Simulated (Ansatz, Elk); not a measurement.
## Bonding as seen by X-rays: Na3MnAs2

Structure refinements treat a crystal as free atoms side by side. For a made-up structure of Na3MnAs2 (cell and positions from a PBE relaxation) the runs below show what the calculated density changes in F(hkl).

Method: DFT, PBE, all-electron APW+lo, Dirac cores, scalar-relativistic bands, static density, ferromagnetic start, in Elk 11.2.3 (patched build).

This account leaves out most program logs.

The structure was built from a prototype and need not be the compound's stable phase.

### Step 1. Starting point

It takes space group P-4m2 (No. 115, tetragonal). The conventional cell has a = 4.658 Å, b = 4.658 Å, c = 6.662 Å, α = 90.00°, β = 90.00°, γ = 90.00°. Nearest to As lie 2 Mn at 2.72 Å and 6 Na at 2.72 to 3.03 Å. Mn has 4 As at 2.72 Å and 6 Na at 3.29 to 3.33 Å nearest. Nearest to Na lie 4 As at 2.72 Å and 4 Mn at 3.29 Å and 2 Na at 3.33 Å. Nearest to Na lie 4 As at 3.03 Å and 4 Na at 3.29 Å and 2 Mn at 3.33 Å. Nearest to Na lie 4 As at 3.03 Å and 6 Na at 3.29 to 3.33 Å. Farther neighbours are not listed.

Structure file:

```cif
data_structure
_symmetry_space_group_name_H-M 'P-4m2'
_symmetry_Int_Tables_number 115
_cell_length_a 4.6583
_cell_length_b 4.6583
_cell_length_c 6.6620
_cell_angle_alpha 90.000
_cell_angle_beta 90.000
_cell_angle_gamma 90.000
_cell_volume 144.56
loop_
_atom_site_label
_atom_site_type_symbol
_atom_site_symmetry_multiplicity
_atom_site_Wyckoff_symbol
_atom_site_fract_x
_atom_site_fract_y
_atom_site_fract_z
_atom_site_occupancy
As1 As 2 g 0.50000 0.00000 0.70978 1
Mn1 Mn 1 d 0.00000 0.00000 0.50000 1
Na1 Na 1 c 0.50000 0.50000 0.50000 1
Na2 Na 1 a 0.00000 0.00000 0.00000 1
Na3 Na 1 b 0.50000 0.50000 0.00000 1
```

### Step 2. Ground state and structure factors

An all-electron density is needed, since X-rays see the cores too. Task 0 finds the density and task 195 Fourier-transforms it; tshift is off so that phases refer to the origin typed.

Contents of elk.in:

```
tasks
  0
  195
  196

xctype
  20

spinpol
  .true.

rgkmax
  7.0

gmaxvr
  14.0

lmaxo
  7

lmaxapw
  8

swidth
  0.002

tshift
  .false.

ramdisk
  .false.

hmaxvr
  5.5

maxscl
  120

epspot
  1e-06

reducebf
  0.8

sppath
  './'

avec
  8.80287046713 -0.00000000000 -0.00000000000
  -0.00000000000 8.80287046713 0.00000000000
  -0.00000000000 0.00000000000 12.58932617361

atoms
  3
  'As.in'
  2
  0.5000000000 0.0000000000 0.7097786924   0.000000 0.000000 0.000000
  0.0000000000 0.5000000000 0.2902213076   0.000000 0.000000 0.000000
  'Mn.in'
  1
  0.0000000000 -0.0000000000 0.5000000000   0.000000 0.000000 -0.200000
  'Na.in'
  3
  0.5000000000 0.5000000000 0.5000000000   0.000000 0.000000 0.000000
  -0.0000000000 -0.0000000000 -0.0000000000   0.000000 0.000000 0.000000
  0.5000000000 0.5000000000 -0.0000000000   0.000000 0.000000 0.000000

ngridk
  4 4 3
```

Command:

```console
OMP_NUM_THREADS=4 elk
```

It took 3.9 min on 4 threads of Arm Neoverse V1, shared host; peak memory 0.5 GiB; 13 min of CPU time.

SFACRHO.OUT:

```text

h k l indices transformed by vhmat matrix:
   1.000000000       0.000000000       0.000000000    
   0.000000000       1.000000000       0.000000000    
   0.000000000       0.000000000       1.000000000    

      h      k      l  multipl.   |H|            Re(F)            Im(F)           |F|

      0      0      0      1   0.0000000       124.00000      0.60373921E-17   124.00000    
      0      0      1      2  0.49908829      -29.316485      0.10583482E-13   29.316485    
      0     -1      0      4  0.71376551       12.684946     -0.56848199E-14   12.684946    
      0      1      1      4  0.87094795      -12.232065      -56.942018       58.241024    
      0     -1     -1      4  0.87094795      -12.232065       56.942018       58.241024    
      0      0     -2      2  0.99817659      -1.9896161     -0.33555338E-13   1.9896161    
      1      1      0      4   1.0094169      -9.0726125      0.26128713E-14   9.0726125    
      1      1     -1      8   1.1260602       2.4345862      0.33660695E-14   2.4345862    
     -1      0     -2      4   1.2271176       11.040087       26.004565       28.251034    
     -1      0      2      4   1.2271176       11.040087      -26.004565       28.251034    
     -1      1     -2      8   1.4196052       87.714030      0.45489061E-13   87.714030    
      0      2      0      4   1.4275310       93.907432     -0.10277723E-13   93.907432    
      0      0     -3      2   1.4972649       24.446503      0.17590841E-13   24.446503    
      2      0     -1      4   1.5122612      -22.641305     -0.14295233E-01   22.641310    
      0     -2     -1      4   1.5122612      -22.641305      0.14295233E-01   22.641310    
      1     -2      0      8   1.5960282       9.8995673      0.75059300E-14   9.8995673    
      1      0      3      4   1.6586933      -9.7361686      -35.203129       36.524694    
      1      0     -3      4   1.6586933      -9.7361686       35.203129       36.524694
```

Elk indexes on the primitive cell of elk.in and gives |H| = 4π sin θ/λ in inverse bohr. Below, one row stands for each form hkl of the conventional cell (m members, Friedel mates merged), F is for one primitive cell and the density is static (no thermal factor). Free-atom factors are Waasmaier and Kirfel's, and R is Σm||F|−|F'||/Σm|F|.

| hkl | m | sin θ/λ (Å⁻¹) | abs F, DFT | neutral atoms | diff. | abs of complex diff. |
| --- | --- | --- | --- | --- | --- | --- |
| 001 | 2 | 0.075 | 29.317 | 29.074 | +0.242 | 0.242 |
| 100 | 4 | 0.107 | 12.685 | 12.696 | -0.011 | 0.011 |
| 101 | 8 | 0.131 | 58.241 | 57.720 | +0.521 | 0.523 |
| 002 | 2 | 0.150 | 1.990 | 1.697 | +0.292 | 0.292 |
| 110 | 4 | 0.152 | 9.073 | 8.756 | +0.316 | 0.316 |
| 111 | 8 | 0.169 | 2.435 | 2.425 | +0.010 | 0.010 |
| 102 | 8 | 0.184 | 28.251 | 28.221 | +0.030 | 0.051 |
| 112 | 8 | 0.213 | 87.714 | 88.006 | -0.292 | 0.292 |
| 200 | 4 | 0.215 | 93.907 | 94.255 | -0.348 | 0.348 |
| 003 | 2 | 0.225 | 24.447 | 24.565 | -0.119 | 0.119 |
| 201 | 8 | 0.227 | 22.641 | 22.749 | -0.107 | 0.108 |
| 210 | 8 | 0.240 | 9.900 | 9.921 | -0.021 | 0.021 |
| 103 | 8 | 0.249 | 36.525 | 36.769 | -0.244 | 0.249 |
| 211 | 16 | 0.252 | 47.829 | 48.129 | -0.300 | 0.300 |
| 202 | 8 | 0.262 | 2.573 | 2.645 | -0.072 | 0.144 |
| 113 | 8 | 0.272 | 41.762 | 41.916 | -0.155 | 0.155 |
| 212 | 16 | 0.283 | 24.171 | 24.347 | -0.176 | 0.181 |
| 004 | 2 | 0.300 | 60.313 | 60.578 | -0.265 | 0.265 |

### Step 3. The magnetisation density

The same run holds the spin density, and task 196 transforms it. The order is that of the start, and no other was tried.

SFACMAG_1.OUT:

```text

h k l indices transformed by vhmat matrix:
   1.000000000       0.000000000       0.000000000    
   0.000000000       1.000000000       0.000000000    
   0.000000000       0.000000000       1.000000000    

      h      k      l  multipl.   |H|            Re(F)            Im(F)           |F|

      0      0      0      1   0.0000000       4.0000001      0.17889295E-17   4.0000001    
      0      0      1      2  0.49908829      -3.8753002      0.40005657E-15   3.8753002    
      0     -1      0      4  0.71376551       3.7456304      0.23168996E-16   3.7456304    
      0      1      1      4  0.87094795      -3.4818070      0.27114255       3.4923486    
      0     -1     -1      4  0.87094795      -3.4818070     -0.27114255       3.4923486    
      0      0     -2      2  0.99817659       3.3148902      0.77604813E-15   3.3148902    
      1      1      0      4   1.0094169       3.4344767     -0.22250189E-16   3.4344767    
      1      1     -1      8   1.1260602      -3.0728948     -0.34975668E-15   3.0728948    
     -1      0     -2      4   1.2271176       2.8056784     -0.11633157       2.8080891    
     -1      0      2      4   1.2271176       2.8056784      0.11633157       2.8080891    
     -1      1     -2      8   1.4196052       2.4334693      0.57355015E-15   2.4334693    
      0      2      0      4   1.4275310       2.4513655      0.64861930E-17   2.4513655    
      0      0     -3      2   1.4972649      -2.3487466     -0.90818320E-15   2.3487466    
      2      0     -1      4   1.5122612      -2.3159271      0.69457055E-01   2.3169685    
      0     -2     -1      4   1.5122612      -2.3159271     -0.69457055E-01   2.3169685    
      1     -2      0      8   1.5960282       2.2311203     -0.45146334E-17   2.2311203
```

The total moment is 4.00 μB a cell; sphere moments: As1 -0.15, As2 -0.15, Mn3 +4.06, Na4 -0.01, Na5 0.00, Na6 +0.01 μB. Polarised neutrons measure spin and orbital magnetisation together; without spin-orbit coupling the run gives the spin part:

| hkl | sin θ/λ (Å⁻¹) | abs F_M (μB) |
| --- | --- | --- |
| 001 | 0.075 | 3.875 |
| 100 | 0.107 | 3.746 |
| 101 | 0.131 | 3.492 |
| 002 | 0.150 | 3.315 |
| 110 | 0.152 | 3.434 |
| 111 | 0.169 | 3.073 |
| 102 | 0.184 | 2.808 |
| 112 | 0.213 | 2.433 |
| 200 | 0.215 | 2.451 |
| 003 | 0.225 | 2.349 |
| 201 | 0.227 | 2.317 |
| 210 | 0.240 | 2.231 |
| 103 | 0.249 | 2.065 |
| 211 | 0.252 | 2.092 |

### Step 4. The highest occupied states alone

An energy window below the Fermi level keeps the highest occupied states, to see at which angles they scatter; shallow core shells can lie inside it and anion s states outside. No new self-consistency is needed.

Edit elk.in of step 2 so:

```diff
@@ -1,5 +1,3 @@
 tasks
-  0
   195
-  196
 
@@ -44,2 +42,5 @@
 
+wsfac
+  -0.285070 0.382420
+
 sppath
```

Command:

```console
OMP_NUM_THREADS=4 elk
```

Wall time 20 s (4 threads); peak memory 0.24 GiB.

States within 10 eV below the Fermi level hold 19.92 electrons; any levels below the window count with the cores, and a count that is not whole means the window cuts a band. Their amplitudes can exceed the total, where window and core parts have opposite phase:

| hkl | sin θ/λ (Å⁻¹) | abs F, window | abs F, all |
| --- | --- | --- | --- |
| 001 | 0.075 | 7.553 | 29.317 |
| 100 | 0.107 | 4.798 | 12.685 |
| 101 | 0.131 | 6.632 | 58.241 |
| 002 | 0.150 | 0.670 | 1.990 |
| 110 | 0.152 | 0.239 | 9.073 |
| 111 | 0.169 | 2.947 | 2.435 |
| 102 | 0.184 | 3.556 | 28.251 |
| 112 | 0.213 | 3.823 | 87.714 |
| 200 | 0.215 | 3.879 | 93.907 |
| 003 | 0.225 | 2.210 | 24.447 |

### Step 5. Another functional

The difference from free atoms is small, so it is set against the change that PBEsol makes.

Edit elk.in of step 4 so:

```diff
@@ -1,6 +1,8 @@
 tasks
+  0
   195
+  196
 
 xctype
-  20
+  22
 
@@ -42,5 +44,2 @@
 
-wsfac
-  -0.285070 0.382420
-
 sppath
```

Command:

```console
OMP_NUM_THREADS=4 elk
```

The job ended after 3.8 min (4 threads; peak memory 0.5 GiB; 13 min of CPU time).

Against the first run R = 0.04 %; the largest change is -0.035 at 400. The moment goes from 4.00 to 4.00 μB.

### Step 6. A coarser k-mesh

About half the k-points along each axis test the sampling.

Edit elk.in of step 5 so:

```diff
@@ -6,3 +6,3 @@
 xctype
-  22
+  20
 
@@ -68,2 +68,2 @@
 ngridk
-  4 4 3
+  2 2 2
```

Command:

```console
OMP_NUM_THREADS=4 elk
```

The job ended after 2.4 min (4 threads; peak memory 0.51 GiB).

Against the first run R = 0.02 %; the largest change is -0.052 at 002. The moment goes from 4.00 to 4.00 μB.

### Step 7. Settings against the effect

| run | R against the first run (%) | R against neutral atoms, low angle (%) | wall time |
| --- | --- | --- | --- |
| PBE, rgkmax 7 | 0.00 | 0.57 | 3.9 min |
| PBEsol | 0.04 | 0.57 | 3.8 min |
| k-mesh 2×2×2 | 0.02 | 0.60 | 2.4 min |

### Step 8. Results

```yaml
r_against_neutral_atoms_sin_theta_lambda_0p3_a_minus1: 0.57 %
r_against_neutral_atoms_0p3_to_0p68_a_minus1: 0.21 %
```

Independent neutral atoms miss the calculated amplitudes by R = 0.57 % below 0.3 Å⁻¹ and 0.21 % from there to 0.68 Å⁻¹; by shells, 0.82 % below 0.15 Å⁻¹ (3 forms), 0.53 % 0.15 to 0.3 (14 forms), 0.27 % 0.3 to 0.45 (34 forms), 0.18 % above 0.45 (98 forms). Bonding, aspherical density and the tables' own atoms all enter these figures, and the runs don't part them. The largest change of an amplitude is +0.52 electrons, at 101. R counts amplitudes alone; phases shift too. Weak lines can change much in proportion: 002 goes from 1.70 to 1.99. The magnetic order is that of the start. No other order was tried here, and an antiferromagnetic one would change or move the magnetic intensity. The window's part falls from 19.9 electrons at the origin to at most 1.01 between 0.45 and 0.68 Å⁻¹, where compact states inside the window still scatter. Below 0.3 Å⁻¹ the changes that finished (PBEsol and k-mesh 2×2×2) move F by R = 0.04 % at most, against the 0.57 % that separates it from free atoms. The magnetic factors move by R = 0.3 % (PBEsol) and 1.5 % (k-mesh 2×2×2). The basis has no finished test. Part of the difference isn't bonding: the tables are fits to free atoms and ions calculated by other methods than this functional. Thermal motion, anomalous dispersion and extinction are left out.

[Logs are printed without paths, hosts, clocks, repeated set-up lines and the standing remarks that a program may print on its own settings, such as how far it seeks lower states.]

[Hosts, paths, dates, database ids (printed as entryN), source tags and the programs' standing remarks are cut or masked in the printed files.]
